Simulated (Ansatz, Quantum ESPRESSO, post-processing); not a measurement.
# The work function of Nb(100), 7 layers, level by level, part 5 of 6

Wanted: work functions and the surface dipole of Nb(100), 7 layers at several levels, with their cost.

Quantum ESPRESSO 7.5; plane-wave DFT, PBE, GBRV ultrasoft pseudopotentials; geometry and cross-check by Ansatz 0.2.0 with PAW datasets.

So far. Step 8 (SCF with pw.x: open boundaries by the effective …): The upper level is 3.627 eV against 3.624 eV from the periodic run. Step 10 (Electrostatic potential): The upper face goes from 3.624 eV (PBE, GBRV) to 3.573 eV, a change of -0.051 eV from the pseudopotentials and their cutoffs.

### Step 11. Self-consistent run: Wu-Cohen, GBRV ultrasoft

Level of this step: plane-wave DFT, Wu-Cohen, GBRV ultrasoft pseudopotentials made under PBE (Quantum ESPRESSO 7.5). input_dft overrides the functional of the files.

gbrv-wc.in

```
&control
  prefix = 'gbrv-wc'
  outdir = './out'
  pseudo_dir = './pseudo'
  calculation = 'scf'
  tprnfor = .true.
/
&system
  ibrav = 0
  nat = 7
  ntyp = 1
  ecutwfc = 40
  ecutrho = 200
  input_dft = 'wc'
  occupations = 'smearing'
  smearing = 'mv'
  degauss = 0.02
/
&electrons
  conv_thr = 1e-07
  mixing_beta = 0.4
  electron_maxstep = 120
  mixing_mode = 'local-TF'
/
ATOMIC_SPECIES
  Nb  92.9064  nb_pbe_v1.uspp.F.UPF
CELL_PARAMETERS angstrom
  3.30000000000000 0.00000000000000 0.00000000000000
  0.00000000000000 3.30000000000000 0.00000000000000
  0.00000000000000 0.00000000000000 25.90000000000000
ATOMIC_POSITIONS crystal
  Nb  -0.000000000000 0.000000000000 0.314950053841
  Nb  0.500000000000 0.500000000000 0.371540866587
  Nb  0.000000000000 0.000000000000 0.436293436300
  Nb  0.500000000000 0.500000000000 0.500000000000
  Nb  0.000000000000 0.000000000000 0.563706563700
  Nb  0.500000000000 0.500000000000 0.628459140696
  Nb  -0.000000000000 0.000000000000 0.685049953324
K_POINTS automatic
  8 8 1 0 0 0
```

Started as:

```console
OMP_NUM_THREADS=1 mpirun -n 4 pw.x -nk 4 -in gbrv-wc.in > gbrv-wc.out
```

The program printed:

```text
[banner, memory and clock lines left out]
Program PWSCF v.7.5 starts
[citation notice left out]

[...]
Message from routine setup:
[...]
bravais-lattice index     =            0
     lattice parameter (alat)  =       6.2361  a.u.
     unit-cell volume          =    1903.3745 (a.u.)^3
     number of atoms/cell      =            7
     number of atomic types    =            1
     number of electrons       =        91.00
     number of Kohn-Sham states=           55
     kinetic-energy cutoff     =      40.0000  Ry
     charge density cutoff     =     200.0000  Ry
     scf convergence threshold =      1.0E-07
     mixing beta               =       0.4000
     number of iterations used =            8  local-TF  mixing
     Exchange-correlation= WC
                           (   1   4  11   4   0   0   0)

[...]
PseudoPot. # 1 for Nb read from file:
     ./pseudo/nb_pbe_v1.uspp.F.UPF
     Pseudo is Ultrasoft + core correction, Zval = 13.0
     Generated by new atomic code, or converted to UPF format
     Using radial grid of  887 points,  6 beta functions with:
                l(1) =   0
                l(2) =   0
                l(3) =   1
                l(4) =   1
                l(5) =   2
                l(6) =   2
     Q(r) pseudized with  6 coefficients,  rinner =    1.000   1.000   1.000
                                                       1.000   1.000

     atomic species   valence    mass     pseudopotential
     Nb               13.00    92.90640     Nb( 1.00)

     16 Sym. Ops., with inversion, found

[...]
number of k points=    15  Marzari-Vanderbilt smearing, width (Ry)=  0.0200
[...]
Dense  grid:    90777 G-vectors     FFT dimensions: (  30,  30, 225)

     Smooth grid:    65181 G-vectors     FFT dimensions: (  25,  25, 200)

     Check: negative core charge=   -0.000001

     Initial potential from superposition of free atoms

     starting charge      90.9809, renormalised to      91.0000

     negative rho (up, down):  4.552E-03 0.000E+00
     Starting wfcs are   91 randomized atomic wfcs

     per-process dynamical memory:    91.6 Mb

     Self-consistent Calculation

     iteration #  1     ecut=    40.00 Ry     beta= 0.40
     Davidson diagonalization with overlap
     ethr =  1.00E-02,  avg # of iterations =  2.0

     negative rho (up, down):  1.702E-03 0.000E+00

     total energy              =    -824.97829415 Ry
     estimated scf accuracy    <       6.85777172 Ry

     iteration #  2     ecut=    40.00 Ry     beta= 0.40
[...]
negative rho (up, down):  2.509E-04 0.000E+00

[...]
total energy              =    -824.61239515 Ry
     estimated scf accuracy    <       2.80051614 Ry

     iteration #  3     ecut=    40.00 Ry     beta= 0.40
[...]
negative rho (up, down):  5.617E-04 0.000E+00

[...]
total energy              =    -824.60316983 Ry
     estimated scf accuracy    <       2.12874638 Ry

     iteration #  4     ecut=    40.00 Ry     beta= 0.40
[...]
negative rho (up, down):  1.440E-04 0.000E+00

[...]
total energy              =    -824.87316803 Ry
     estimated scf accuracy    <       5.14725755 Ry

     iteration #  5     ecut=    40.00 Ry     beta= 0.40
[...]
negative rho (up, down):  1.046E-04 0.000E+00

[...]
total energy              =    -824.86913986 Ry
     estimated scf accuracy    <       2.75144600 Ry

     iteration #  6     ecut=    40.00 Ry     beta= 0.40
[...]
negative rho (up, down):  8.223E-05 0.000E+00

[...]
total energy              =    -824.77920936 Ry
     estimated scf accuracy    <       2.18022022 Ry

[...]
iteration # 29     ecut=    40.00 Ry     beta= 0.40
[...]
negative rho (up, down):  4.627E-03 0.000E+00

[...]
total energy              =    -824.80938716 Ry
     estimated scf accuracy    <       0.00000142 Ry

     iteration # 30     ecut=    40.00 Ry     beta= 0.40
[...]
negative rho (up, down):  4.591E-03 0.000E+00

[...]
total energy              =    -824.80938715 Ry
     estimated scf accuracy    <       0.00000063 Ry

     iteration # 31     ecut=    40.00 Ry     beta= 0.40
[...]
negative rho (up, down):  4.588E-03 0.000E+00

[...]
total energy              =    -824.80938718 Ry
     estimated scf accuracy    <       0.00000014 Ry

     iteration # 32     ecut=    40.00 Ry     beta= 0.40
[...]
negative rho (up, down):  4.586E-03 0.000E+00

[...]
End of self-consistent calculation

          k = 0.0000 0.0000 0.0000 (  8107 PWs)   bands (ev):

   -48.6964 -48.6963 -48.1599 -48.0755 -47.9219 -47.8645 -47.7898 -24.9208
   -24.9191 -24.7810 -24.7810 -24.7782 -24.7782 -24.4712 -24.4186 -24.3448
   -24.3448 -24.1572 -24.1334 -24.1334 -23.8863 -23.8535 -23.8535 -23.6961
   -23.6961 -23.6284 -23.5593 -23.5593   0.3976   1.1752   2.2863   2.3186
     2.5232   2.6083   3.1314   3.3418   3.4902   3.7237   4.8666   6.2285
     6.2599   6.3224   6.3758   6.3758   6.4020   6.4020   6.4961   6.5285
     6.5602   6.5602   6.9458   6.9458   7.2881   7.8747   7.8747

          k = 0.0000 0.1250 0.0000 (  8099 PWs)   bands (ev):

   -48.6888 -48.6887 -48.1450 -48.0677 -47.9224 -47.8716 -47.8010 -24.9519
   -24.9482 -24.8315 -24.8298 -24.7566 -24.7544 -24.5083 -24.4534 -24.3183
   -24.3100 -24.2608 -24.1250 -24.0014 -23.9761 -23.8640 -23.7725 -23.7586
   -23.7203 -23.5906 -23.5905 -23.5863   0.7067   1.4373   2.4448   2.5374
     2.7365   2.7896   3.2792   3.3835   3.4601   3.9638   4.8996   5.7513
     5.7707   5.8226   5.9699   6.0356   6.2002   6.2166   6.3756   6.7600
     6.8180   6.9057   6.9315   7.5776   7.6962   7.8875   7.8923

[...]
the Fermi energy is     6.1413 ev

!    total energy              =    -824.80938721 Ry
     estimated scf accuracy    <          2.2E-09 Ry
     smearing contrib. (-TS)   =      -0.00112086 Ry
     internal energy E=F+TS    =    -824.80826634 Ry

     The total energy is F=E-TS. E is the sum of the following terms:
     one-electron contribution =   -7038.33220668 Ry
     hartree contribution      =    3527.77479132 Ry
     xc contribution           =    -128.27618581 Ry
     ewald contribution        =    2814.02533483 Ry

     convergence has been achieved in  32 iterations

     negative rho (up, down):  4.586E-03 0.000E+00

     Forces acting on atoms (cartesian axes, Ry/au):

     atom    1 type  1   force =     0.00000000    0.00000000    0.01649302
     atom    2 type  1   force =     0.00000000    0.00000000   -0.00103215
     atom    3 type  1   force =     0.00000000    0.00000000   -0.00679149
     atom    4 type  1   force =     0.00000000    0.00000000    0.00000000
     atom    5 type  1   force =     0.00000000    0.00000000    0.00679149
     atom    6 type  1   force =     0.00000000    0.00000000    0.00103215
     atom    7 type  1   force =     0.00000000    0.00000000   -0.01649302

     Total force =     0.025267     Total SCF correction =     0.000216

[...]
```

Wall time 2 min (4 MPI ranks of Arm Neoverse V1, shared host); peak memory 0.73 GiB; 8 min of CPU time.

Numbers from this step:

| Item | Value |
| --- | --- |
| free energy | -11222.1034 eV |
| Fermi energy | 6.141 eV |

### Step 12. Electrostatic potential

gbrv-wc.pot.in

```
&inputpp
  prefix = 'gbrv-wc'
  outdir = './out'
  filplot = 'gbrv-wc.pot.dat'
  plot_num = 11
/
```

Started as:

```console
OMP_NUM_THREADS=1 mpirun -n 4 pp.x -in gbrv-wc.pot.in > gbrv-wc.pot.out
```

Elapsed: 0.91 s, on 4 MPI ranks; peak memory 0.11 GiB.

Numbers from this step:

* work function of the upper face: 3.688 eV
* slope of the potential above: 0.001506 eV/Å
* upper vacuum line continued to the top atoms, over the Fermi level: 3.680 eV
* work function of the lower face: 3.689 eV
* slope of the potential below: -0.001063 eV/Å
* lower vacuum line continued to the bottom atoms, over the Fermi level: 3.683 eV

The upper face goes from 3.624 eV (PBE, GBRV) to 3.688 eV, a change of +0.065 eV.

### Step 13. SCF with pw.x: PW91, GBRV ultrasoft

Level of this step: plane-wave DFT, PW91, GBRV ultrasoft pseudopotentials made under PBE (Quantum ESPRESSO 7.5). input_dft overrides the functional of the files.

gbrv-pw91.in is the input of step 11 with these lines changed:

```diff
@@ -1,3 +1,3 @@
 &control
-  prefix = 'gbrv-wc'
+  prefix = 'gbrv-pw91'
   outdir = './out'
@@ -13,3 +13,3 @@
   ecutrho = 200
-  input_dft = 'wc'
+  input_dft = 'pw91'
   occupations = 'smearing'
```

Started as:

```console
OMP_NUM_THREADS=1 mpirun -n 4 pw.x -nk 4 -in gbrv-pw91.in > gbrv-pw91.out
```

The program printed:

```text
[banner, memory and clock lines left out]
Program PWSCF v.7.5 starts
[citation notice left out]

[...]
Message from routine setup:
[...]
bravais-lattice index     =            0
     lattice parameter (alat)  =       6.2361  a.u.
     unit-cell volume          =    1903.3745 (a.u.)^3
     number of atoms/cell      =            7
     number of atomic types    =            1
     number of electrons       =        91.00
     number of Kohn-Sham states=           55
     kinetic-energy cutoff     =      40.0000  Ry
     charge density cutoff     =     200.0000  Ry
     scf convergence threshold =      1.0E-07
     mixing beta               =       0.4000
     number of iterations used =            8  local-TF  mixing
     Exchange-correlation= PW91
                           (   1   4   2   2   0   0   0)

[...]
PseudoPot. # 1 for Nb read from file:
     ./pseudo/nb_pbe_v1.uspp.F.UPF
     Pseudo is Ultrasoft + core correction, Zval = 13.0
     Generated by new atomic code, or converted to UPF format
     Using radial grid of  887 points,  6 beta functions with:
                l(1) =   0
                l(2) =   0
                l(3) =   1
                l(4) =   1
                l(5) =   2
                l(6) =   2
     Q(r) pseudized with  6 coefficients,  rinner =    1.000   1.000   1.000
                                                       1.000   1.000

     atomic species   valence    mass     pseudopotential
     Nb               13.00    92.90640     Nb( 1.00)

     16 Sym. Ops., with inversion, found

[...]
number of k points=    15  Marzari-Vanderbilt smearing, width (Ry)=  0.0200
[...]
Dense  grid:    90777 G-vectors     FFT dimensions: (  30,  30, 225)

     Smooth grid:    65181 G-vectors     FFT dimensions: (  25,  25, 200)

     Check: negative core charge=   -0.000001

     Initial potential from superposition of free atoms

     starting charge      90.9809, renormalised to      91.0000

     negative rho (up, down):  4.552E-03 0.000E+00
     Starting wfcs are   91 randomized atomic wfcs

     per-process dynamical memory:    91.6 Mb

     Self-consistent Calculation

     iteration #  1     ecut=    40.00 Ry     beta= 0.40
     Davidson diagonalization with overlap
     ethr =  1.00E-02,  avg # of iterations =  2.0

     negative rho (up, down):  1.701E-03 0.000E+00

     total energy              =    -825.95373756 Ry
     estimated scf accuracy    <       6.75712300 Ry

     iteration #  2     ecut=    40.00 Ry     beta= 0.40
[...]
negative rho (up, down):  2.573E-04 0.000E+00

[...]
total energy              =    -825.62834856 Ry
     estimated scf accuracy    <       2.72512144 Ry

     iteration #  3     ecut=    40.00 Ry     beta= 0.40
[...]
negative rho (up, down):  6.105E-04 0.000E+00

[...]
total energy              =    -825.58422856 Ry
     estimated scf accuracy    <       2.06581508 Ry

     iteration #  4     ecut=    40.00 Ry     beta= 0.40
[...]
negative rho (up, down):  1.478E-04 0.000E+00

[...]
total energy              =    -825.89842735 Ry
     estimated scf accuracy    <       6.07714648 Ry

     iteration #  5     ecut=    40.00 Ry     beta= 0.40
[...]
negative rho (up, down):  1.081E-04 0.000E+00

[...]
total energy              =    -825.87159094 Ry
     estimated scf accuracy    <       3.37774422 Ry

     iteration #  6     ecut=    40.00 Ry     beta= 0.40
[...]
negative rho (up, down):  8.881E-05 0.000E+00

[...]
total energy              =    -825.76581742 Ry
     estimated scf accuracy    <       2.35253668 Ry

[...]
iteration # 24     ecut=    40.00 Ry     beta= 0.40
[...]
negative rho (up, down):  4.845E-03 0.000E+00

[...]
total energy              =    -825.81214511 Ry
     estimated scf accuracy    <       0.00000027 Ry

     iteration # 25     ecut=    40.00 Ry     beta= 0.40
[...]
negative rho (up, down):  4.785E-03 0.000E+00

[...]
total energy              =    -825.81214471 Ry
     estimated scf accuracy    <       0.00000137 Ry

     iteration # 26     ecut=    40.00 Ry     beta= 0.40
[...]
negative rho (up, down):  4.779E-03 0.000E+00

[...]
total energy              =    -825.81214489 Ry
     estimated scf accuracy    <       0.00000096 Ry

     iteration # 27     ecut=    40.00 Ry     beta= 0.40
[...]
negative rho (up, down):  4.778E-03 0.000E+00

[...]
End of self-consistent calculation

          k = 0.0000 0.0000 0.0000 (  8107 PWs)   bands (ev):

   -48.7219 -48.7218 -48.2050 -48.1216 -47.9681 -47.9121 -47.8380 -24.9329
   -24.9312 -24.7983 -24.7983 -24.7953 -24.7953 -24.5009 -24.4481 -24.3747
   -24.3747 -24.1874 -24.1655 -24.1655 -23.9202 -23.8866 -23.8866 -23.7321
   -23.7321 -23.6665 -23.5976 -23.5976   0.5066   1.2819   2.3863   2.4035
     2.6049   2.6937   3.2119   3.4325   3.5706   3.8057   4.9404   6.2833
     6.3137   6.3716   6.4248   6.4248   6.4532   6.4532   6.5457   6.5998
     6.6131   6.6131   6.9986   6.9986   7.3317   7.9234   7.9234

          k = 0.0000 0.1250 0.0000 (  8099 PWs)   bands (ev):

   -48.7143 -48.7142 -48.1903 -48.1140 -47.9687 -47.9192 -47.8491 -24.9646
   -24.9607 -24.8482 -24.8464 -24.7739 -24.7716 -24.5365 -24.4822 -24.3485
   -24.3398 -24.2912 -24.1572 -24.0332 -24.0084 -23.8972 -23.8080 -23.7933
   -23.7562 -23.6286 -23.6285 -23.6247   0.8145   1.5429   2.5436   2.6214
     2.8176   2.8741   3.3646   3.4667   3.5408   4.0439   4.9732   5.8058
     5.8338   5.8771   6.0270   6.0881   6.2576   6.2699   6.4276   6.8103
     6.8666   6.9614   6.9896   7.6244   7.7507   7.9347   7.9387

[...]
the Fermi energy is     6.2034 ev

!    total energy              =    -825.81214499 Ry
     estimated scf accuracy    <       0.00000002 Ry
     smearing contrib. (-TS)   =      -0.00110994 Ry
     internal energy E=F+TS    =    -825.81103504 Ry

     The total energy is F=E-TS. E is the sum of the following terms:
     one-electron contribution =   -7038.69709617 Ry
     hartree contribution      =    3528.27177900 Ry
     xc contribution           =    -129.41105270 Ry
     ewald contribution        =    2814.02533483 Ry

     convergence has been achieved in  27 iterations

     negative rho (up, down):  4.778E-03 0.000E+00

     Forces acting on atoms (cartesian axes, Ry/au):

     atom    1 type  1   force =     0.00000000    0.00000000    0.00436904
     atom    2 type  1   force =     0.00000000    0.00000000   -0.00181335
     atom    3 type  1   force =     0.00000000    0.00000000   -0.00664713
     atom    4 type  1   force =     0.00000000    0.00000000    0.00000000
     atom    5 type  1   force =     0.00000000    0.00000000    0.00664713
     atom    6 type  1   force =     0.00000000    0.00000000    0.00181335
     atom    7 type  1   force =     0.00000000    0.00000000   -0.00436904

     Total force =     0.011538     Total SCF correction =     0.000578

[...]
```

It took 1.7 min on 4 MPI ranks; peak memory 0.77 GiB.

Numbers from this step:

- free energy: -11235.7466 eV
- Fermi energy: 6.203 eV

### Step 14. Potential by pp.x

gbrv-pw91.pot.in

```
&inputpp
  prefix = 'gbrv-pw91'
  outdir = './out'
  filplot = 'gbrv-pw91.pot.dat'
  plot_num = 11
/
```

Started as:

```console
OMP_NUM_THREADS=1 mpirun -n 4 pp.x -in gbrv-pw91.pot.in > gbrv-pw91.pot.out
```

Run time: 0.91 s. Hardware: 4 MPI ranks; peak memory 0.11 GiB.

Numbers from this step:

```
work function of the upper face                                       : 3.638 eV
slope of the potential above                                          : 8.62e-4 eV/Å
upper vacuum line continued to the top atoms, over the Fermi level    : 3.634 eV
work function of the lower face                                       : 3.638 eV
slope of the potential below                                          : -5.93e-4 eV/Å
lower vacuum line continued to the bottom atoms, over the Fermi level : 3.635 eV
```

The upper face goes from 3.624 eV (PBE, GBRV) to 3.638 eV, a change of +0.015 eV.

### Step 15. All levels side by side

All levels:

| level | upper face (eV) | lower face (eV) | dipole (e Å) | CPU time (s) |
| --- | --- | --- | --- | --- |
| QE PBE GBRV, periodic | 3.624 | 3.624 | - | 441.8 |
| QE PBE GBRV, ESM bc1 | 3.627 | 3.627 | - | 704.6 |
| QE PBE SG15 norm-conserving, periodic | 3.573 | 3.573 | - | 575.6 |
| QE Wu-Cohen GBRV ultrasoft, periodic | 3.688 | 3.689 | - | 479 |
| QE PW91 GBRV ultrasoft, periodic | 3.638 | 3.638 | - | 414.9 |
| Ansatz PBE PAW, sawtooth (time of the whole relaxation) | 3.6 | 3.6 | 3.04e-6 | 118 |

The times are CPU seconds on a shared host; the codes use unlike cutoffs, datasets and smearings, so their times compare unlike work.

[end of part 5 of 6]

[Logs are printed without paths, hosts, clocks, repeated set-up lines and the standing remarks that a program may print on its own settings, such as how far it seeks lower states.]

[Hosts, paths, dates, database ids (printed as entryN), source tags and the programs' standing remarks are cut or masked in the printed files.]

[Maps of the electrostatic potential energy from Ansatz leave out the sawtooth potential of an applied field or a dipole correction, so their vacuum need not be flat; planar profiles and work functions include it.]
